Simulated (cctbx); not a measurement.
**Symmetry from intensities**

Cell: a = 8.8030 Å, b = 5.2060 Å, c = 6.8750 Å, α = 90.00°, β = 101.96°, γ = 90.00°. Expected content of the cell: Cd8 Ga4 Fe8.

The data are simulated with cctbx, not measured: Mo Kα, λ = 0.71073 Å, to d = 0.6 Å, 50 % of the full sphere, strongest reflection 40000 counts, noise from counting, a 3 % proportional error and a noise floor of 15 counts (s.d.); no absorption, some extinction.

A first pass over the reflections prints:

```text
2997 reflections to d = 0.600 A
centring   violations  <I/sigma> of those
    A        579 of  1551      7.7
    B        579 of  1500      7.9
    C          0 of  1493      0.0
    I        557 of  1469      7.8
    R        756 of  1995      7.7
    F        579 of  2272      5.3
Laue class    unique    Rint  (classes that these axes allow; Friedel mates merged)
C 1 2/m 1         729   0.021
space group    extra absences  I>4sigma  <I/sigma>
C 1 2 1                 0          0         -  acentric
C 1 m 1                 0          0         -  acentric
C 1 c 1                63          0       0.0  acentric
C 1 n 1                63          0       0.0  acentric
C 1 2/m 1               0          0         -  centric
C 1 2/c 1              63          0       0.0  centric
C 1 2/n 1              63          0       0.0  centric
Wilson B = 0.89 A^2   <|E^2-1|> = 0.992 (0.968 centric, 0.736 acentric)   E^2>4: 4.1 %
shell (A)         n   <I/sigma>
 4.46 - 1.19    101     24.4
 1.19 - 0.95     94     23.3
 0.95 - 0.83     89     22.8
 0.83 - 0.76     83     18.3
 0.76 - 0.70     91     20.9
 0.70 - 0.66     88     17.9
 0.66 - 0.63     88     15.4
 0.63 - 0.60     95     17.5
```

**Question.** What are the lattice type, the Laue class and the likely space group?

The reflections that C centring forbids are absent (⟨I/σ⟩ near 0), so the lattice is C.

Only C 1 2/m 1 fits these axes (Rint 0.021); a search for a hidden higher lattice was not made.

7 settings pass the absence test. The most absences obeyed, 63, belong to C 1 c 1, C 1 n 1, C 1 2/c 1 and C 1 2/n 1, which absences can't tell apart.

⟨|E²−1|⟩ = 0.992 leans to a centrosymmetric structure. The Wilson B of 0.89 Å² means U ≈ 0.0113 Å².

The true group is C2/c (no. 15), Laue class 2/m, centrosymmetric. The tables only narrow the choice to the tied entries; cell content, site symmetry and trial solutions must settle it.

The model is made up (kin elements in a known structure type, no relaxation), so it says nothing on whether the phase exists.

[Logs are printed without paths, hosts, clocks, repeated set-up lines and the standing remarks that a program may print on its own settings, such as how far it seeks lower states.]
